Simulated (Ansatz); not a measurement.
# How Pd(110) screens a field, part 2 of 2

Aim: image plane and induced charge of Pd(110).

Ansatz 0.2.0; plane-wave DFT, LDA, Ansatz PAW.

So far. Step 8 (Single point, field -0.2 V/Å): The dipole is -0.130 e·Å. Step 9 (Atoms held, field 0.4 V/Å): The dipole is 0.261 e·Å.

## (10) The response

This step: plane-wave DFT, LDA, Ansatz PAW; screening of a field by a metal slab (Ansatz 0.2.0).

The dipoles give the slope, and the difference of two potentials shows where the field is screened.

Numbers from this step:

```
equivalent conductor thickness p/(ε₀AE)      : 11.03 Å
distance between the outer atoms             : 8.252 Å
inner field over outer field                 : -0.006379
image plane, upper face                      : 1.316 Å
induced electrons on the upper face over ε₀E : -1.014
image plane, lower face                      : 1.316 Å
induced electrons on the lower face over ε₀E : 1.014
```

Table of dipole of the cell by applied field:

| applied field (V/Å) | dipole of the cell (e·Å) |
| --- | --- |
| -0.200 | -0.130 |
| -0.100 | -0.0652 |
| -0.050 | -0.0326 |
| 0.000 | 0 |
| 0.050 | 0.0326 |
| 0.100 | 0.0652 |
| 0.200 | 0.130 |
| 0.400 | 0.261 |

Local field over the applied field, running mean. From the potentials at -0.05 and 0.05 V/Å; running mean over 1.375 Å. Table of local field over applied field by z:

| z (Å) | local field over applied field |
| --- | --- |
| 5 | 0.996 |
| 6 | 0.969 |
| 7 | 0.810 |
| 8 | 0.328 |
| 9 | 0.00266 |
| 10 | -4.9e-4 |
| 11 | 0.00620 |
| 12 | 0.00410 |
| 13 | -0.00838 |
| 14 | 9.0e-4 |
| 15 | 0.00613 |
| 16 | 0.00302 |
| 17 | -0.00771 |
| 18 | 0.205 |
| 19 | 0.718 |
| 20 | 0.950 |
| 21 | 0.993 |
| 22 | 0.999 |

The induced electron density oscillates, so the rows of the table below give means over windows of 1 Å about each position, cut where the curve ends. Its maxima inside the range that stand out by 2 % of the span (Å: e/Å³ per V/Å): 8.0: 0.00416, 9.0: 5.4e-4, 10.6: 1.0e-4, 11.8: 1.6e-4, 12.4: 2.1e-4, 14.1: 4.0e-5, 14.9: 1.3e-4, 16.9: 3.1e-4, 17.5: -3.0e-5. Its minima: 8.8: 3.0e-5, 9.3: -3.1e-4, 11.5: -1.3e-4, 12.1: -4.0e-5, 13.9: -2.1e-4, 14.4: -1.6e-4, 15.6: -1.0e-4, 17.2: -5.4e-4, 18.2: -0.00416.

Electrons, planar mean, per unit field. The induced electron density by z; means over each step:

z (Å), induced electron density (e/Å³ per V/Å) and a bar from the least value:
```
        5    0.00004 #############
        6    0.00030 ###############
        7    0.00163 #####################
        8    0.00340 ##############################
        9    0.00023 ##############
       10   -0.00011 #############
       11   -0.00001 #############
       12    0.00007 ##############
       13    0.00003 #############
       14   -0.00010 #############
       15    0.00002 #############
       16    0.00005 ##############
       17   -0.00004 #############
       18   -0.00270 
       19   -0.00226 ##
       20   -0.00048 ###########
       21   -0.00007 #############
       22   -0.00001 #############
```

By hand: between -0.05 and 0.05 V/Å the dipole changes by 0.06521 e·Å, a slope of 0.6521 e·Å²/V. A perfect conductor of thickness t has p = ε₀AEt, so t = 180.95 × 0.6521 / 10.700 = 11.03 Å (e/ε₀ = 180.95 V·Å, A in Å²). Less the 8.25 Å between the outer atoms, and halved, that puts each image plane 1.39 Å out.

The induced dipole is that of a conductor 11.03 Å thick.

## (11) A changed input

This step: plane-wave DFT, LDA, Ansatz PAW (Ansatz 0.2.0).

A run with a changed input: it repeats the earlier run at 0.05 V/Å with efield.amplitude from 0.05 to 0.1 and efield.dipole_correction from true to false.

input.yaml reads:

```yaml
crystal:
  lattice:
    - [3.89, 0.0, 0.0]
    - [0.0, 2.7506453788, 0.0]
    - [0.0, 0.0, 26.2519361364]
  atoms:
    - { symbol: Pd, position: [0.0, 0.0, 0.3428318564] }
    - { symbol: Pd, position: [0.5, 0.5, 0.3952212376] }
    - { symbol: Pd, position: [0.0, 0.0, 0.4476106188] }
    - { symbol: Pd, position: [0.5, 0.5, 0.5] }
    - { symbol: Pd, position: [0.0, 0.0, 0.5523893812] }
    - { symbol: Pd, position: [0.5, 0.5, 0.6047787624] }
    - { symbol: Pd, position: [0.0, 0.0, 0.6571681436] }
kpoints:
  mp_grid: { grid: [14, 18, 1] }
hamiltonian:
  xc: lda
scf:
  occupations: { method: fermi_dirac, width: 0.1 }
  convergence: { dr2_threshold: 1.0e-10 }
efield:
  axis: 3
  dipole_correction: false
  ramp_position: 0.97
  ramp_width: 0.06
  amplitude: 0.1
output:
  forces: true
  write_potential: true
  write_density: true
  volumetric_format: npy
```

On the command line:

```console
> ansatz run input.yaml --threads 4 --pin off --max-ram 6144MiB --backend cpu --events-out ev --progress --plain --runs-dir out
```

Numbers of over 12 decimals in the logs are rounded to 6 here.

What it wrote:

```text
[...]
Crystal: 7 atoms, lattice volume = 280.896 Å³
Basis set: ecut = 420 eV, 5495 PW (Γ)
Bands: 76, of which v1, the nominal top of the filled ones, is band 63 counted from 1 (62 counted from 0)
Symmetry: 4 space group operations
k-points: 80 of 252
[...]
SCF iter   1: F=—  HF=-47909.678611 eV  |F-HF|=—  |Δ(HF+E_count)|=         —  Δρ=3.29e-2  dr2=5.00e1  ethr=1.77e-3  p=0.000 e·Å  V_vac-E_F(+/−)=5.82/3.42 eV  ⟨swp⟩=7.8  Hψ=26341  notcnv=0  defer=133
[...]
SCF iter  16: F=-47909.130071 eV  HF=-47909.130071 eV  |F-HF|=3.64e-11  |Δ(HF+E_count)|=   3.24e-9  Δρ=7.63e-8  dr2=6.60e-11  ethr=1.00e-12  p=0.112 e·Å  V_vac-E_F(+/−)=6.30/4.06 eV  ⟨swp⟩=19.3  Hψ=38403  notcnv=0
SCF 1 converged in 16 iterations: F = -47909.130071 eV  dr2 = 6.60e-11
[...]
SCF converged after 16 iterations
Free energy (F): -47909.130071 eV
[...]
Internal energy: -47908.648206 eV  (E = F + TS)
E sigma→0 (E₀):  -47908.889138 eV
Entropy (-TS):   -0.481865 eV (-68.838 meV/atom)
Fermi energy:    3.838098 eV
Dipole field:    D = 0.072458 V/Å  (p = 0.112479 e·Å, saw-weighted)
Work function:   not extracted (applied field tilts the vacuum); planar V_es + V_field profile in the machine report
[...]
--- Forces (eV/Å), atoms counted from 1 ---
  atom   1  Pd     0.00000000     0.00000000     0.94120618
  atom   2  Pd     0.00000000     0.00000000    -0.37906633
  atom   3  Pd     0.00000000     0.00000000    -0.06661388
  atom   4  Pd     0.00000000     0.00000000    -0.00174599
  atom   5  Pd     0.00000000     0.00000000     0.07829514
  atom   6  Pd     0.00000000     0.00000000     0.37370896
  atom   7  Pd     0.00000000     0.00000000    -0.94578040
  max |Σ_I F_I| component: 3.68e-6 eV/Å
--- Band table (eV; the first three rows and the last of 80) ---
  k-point 0: bands = [... 59 lower, 3.4162, 3.4334, 3.4556, 3.7150, 3.7233, 3.8895, 4.0795, 4.4663, ... 9 higher]
  k-point 1: bands = [... 59 lower, 3.3158, 3.5131, 3.5338, 3.5882, 3.6688, 3.9677, 3.9867, 4.5124, ... 9 higher]
  k-point 2: bands = [... 59 lower, 3.1756, 3.4804, 3.5273, 3.5429, 3.6171, 3.8424, 4.0713, 4.6435, ... 9 higher]
  k-point 79: bands = [... 59 lower, 3.8251, 3.8958, 3.9837, 4.0056, 5.6896, 5.8265, 7.6325, 7.9083, ... 9 higher]
```

Wall time 17 s (4 threads of AMD EPYC 9R45, shared host); peak memory 1.5 GiB.

| quantity | this run | earlier run | difference |
| --- | --- | --- | --- |
| dipole along the normal (e·Å) | 0.1125 | 0.03261 | 0.080 |

The applied field differs, and the slope found earlier predicts a dipole of 0.0652 e·Å; this run gives 0.112 e·Å, 0.047 e·Å more.

With the dipole correction off, the periodic images add a field of their own to the typed one.

These numbers are not those of the isolated slab.

## (12) The same run with other settings

An input spoilt on purpose, to show how the run answers: it repeats the earlier run at 0.05 V/Å with basis.ecutrho_ratio to 2, and scf.max_iter set to 100.

input.yaml, as its differences from that of step 11:

```diff
@@ -20,8 +20,9 @@
   convergence: { dr2_threshold: 1.0e-10 }
+  max_iter: 100
 efield:
   axis: 3
-  dipole_correction: false
+  dipole_correction: true
   ramp_position: 0.97
   ramp_width: 0.06
-  amplitude: 0.1
+  amplitude: 0.05
 output:
@@ -31 +32,3 @@
   volumetric_format: npy
+basis:
+  ecutrho_ratio: 2
```

What it wrote:

```text
Warning: basis.ecutrho_ratio = 2 (ecutrho = 840 eV) is below the records' recommended 1680 eV
settings of this run that can trade accuracy for cost: basis.ecutrho_ratio < 4. Do not mix this run's numbers with those of runs without the same settings; the input reference describes each key
[...]
Crystal: 7 atoms, lattice volume = 280.896 Å³
Basis set: ecut = 420 eV, 5495 PW (Γ)
Bands: 76, of which v1, the nominal top of the filled ones, is band 63 counted from 1 (62 counted from 0)
Symmetry: 4 space group operations
k-points: 80 of 252
[...]
SCF iter   1: F=—  HF=-47918.228586 eV  |F-HF|=—  |Δ(HF+E_count)|=         —  Δρ=1.11e-1  dr2=4.66e1  ethr=3.10e-3  p=0.031 e·Å  D=1.98e-2 V/Å  ΔV_dip=-0.52 eV  dr2_dipole=4.21e-3  V_vac-E_F(+/−)=3.11/2.43 eV  ⟨swp⟩=7.3  Hψ=24183  notcnv=0  defer=59
[...]
SCF iter  17: F=-47909.132734 eV  HF=-47909.132734 eV  |F-HF|=9.46e-11  |Δ(HF+E_count)|=  1.31e-10  Δρ=4.93e-8  dr2=2.24e-11  ethr=1.00e-12  p=0.033 e·Å  D=2.10e-2 V/Å  ΔV_dip=-0.55 eV  dr2_dipole=1.44e-13  V_vac-E_F(+/−)=5.54/4.89 eV  ⟨swp⟩=19.1  Hψ=37678  notcnv=0
WARN: efield: at this solve's end the planar-averaged density reaches -2.42e-5 e/Å³ inside the ramp window [0.9319, 0.0681] (bound 1e-5 e/Å³); the window's nearer edge stands 7.21 Å from this solve's nearest atom along the axis. Its free energy, forces, stress, dipole, levels and responses can be off, and this figure does not tell by how much. A short vacuum, a low `basis.ecutwfc` or `basis.ecutrho_ratio` and negative occupations (`scf.occupations.method`) can put density there. See the manual's quickstart, § The vacuum guard
SCF 1 converged in 17 iterations: F = -47909.132734 eV  dr2 = 2.24e-11
[...]
SCF converged after 17 iterations
Free energy (F): -47909.132734 eV
[...]
Internal energy: -47908.650878 eV  (E = F + TS)
E sigma→0 (E₀):  -47908.891806 eV
Entropy (-TS):   -0.481856 eV (-68.837 meV/atom)
Fermi energy:    3.841690 eV
Dipole field:    D = 0.020999 V/Å  (p = 0.032597 e·Å, saw-weighted, corrected)
Work function:   not extracted (applied field tilts the vacuum); planar V_es + V_field profile in the machine report
[...]
Vacuum region:   at the solve's end the planar-averaged density reaches -2.42e-5 e/Å³ inside the ramp window [0.9319, 0.0681] (bound 1e-5 e/Å³)
[...]
--- Forces (eV/Å), atoms counted from 1 ---
  atom   1  Pd     0.00000000     0.00000000     0.95207504
  atom   2  Pd     0.00000000     0.00000000    -0.37274541
  atom   3  Pd     0.00000000     0.00000000    -0.06915797
  atom   4  Pd     0.00000000     0.00000000    -0.00051229
  atom   5  Pd     0.00000000     0.00000000     0.07254830
  atom   6  Pd     0.00000000     0.00000000     0.37119647
  atom   7  Pd     0.00000000     0.00000000    -0.95341200
  max |Σ_I F_I| component: 7.88e-6 eV/Å
--- Band table (eV; the first three rows and the last of 80) ---
  k-point 0: bands = [... 59 lower, 3.4197, 3.4370, 3.4599, 3.7185, 3.7267, 3.8932, 4.0832, 4.4713, ... 9 higher]
  k-point 1: bands = [... 59 lower, 3.3195, 3.5168, 3.5379, 3.5918, 3.6723, 3.9713, 3.9903, 4.5175, ... 9 higher]
  k-point 2: bands = [... 59 lower, 3.1792, 3.4839, 3.5308, 3.5465, 3.6210, 3.8460, 4.0749, 4.6485, ... 9 higher]
  k-point 79: bands = [... 59 lower, 3.8287, 3.8994, 3.9873, 4.0092, 5.6934, 5.8302, 7.6361, 7.9120, ... 9 higher]
[...]
```

The job ended after 20 s (4 threads; peak memory 1.4 GiB).

| quantity | this run | earlier run | difference |
| --- | --- | --- | --- |
| dipole along the normal (e·Å) | 0.03260 | 0.03261 | -1.1e-5 |

The dipole moves by under 0.5 % or 5e-5 e·Å.

With this change the program also warns of density in the ramp of the sawtooth; these numbers are not the system's.

## (13) Results

```json
{
  "work function": "5.24 eV",
  "image plane, upper face": "1.32 Å",
  "induced electrons on the upper face over ε₀E": "-1.01",
  "equivalent conductor thickness p/(ε₀AE)": "11.0 Å",
  "inner field over outer field": "-0.00638"
}
```

What this shows: The induced charge has its centre 1.32 Å outside the outermost atoms; this is the plane from which a capacitor's gap or an image potential counts. The equivalent conductor thickness exceeds the distance between the outer atoms by 2.78 Å, about the sum of the two image-plane distances. In the middle of the slab the field is screened to under 2 % of its outer value. The atoms are held at bulk positions with the tabulated experimental lattice constant.

[Logs are printed without paths, hosts, clocks, repeated set-up lines and the standing remarks that a program may print on its own settings, such as how far it seeks lower states.]

[Hosts, paths, dates, database ids (printed as entryN), source tags and the programs' standing remarks are cut or masked in the printed files.]

[Maps of the electrostatic potential energy from Ansatz leave out the sawtooth potential of an applied field or a dipole correction, so their vacuum need not be flat; planar profiles and work functions include it.]
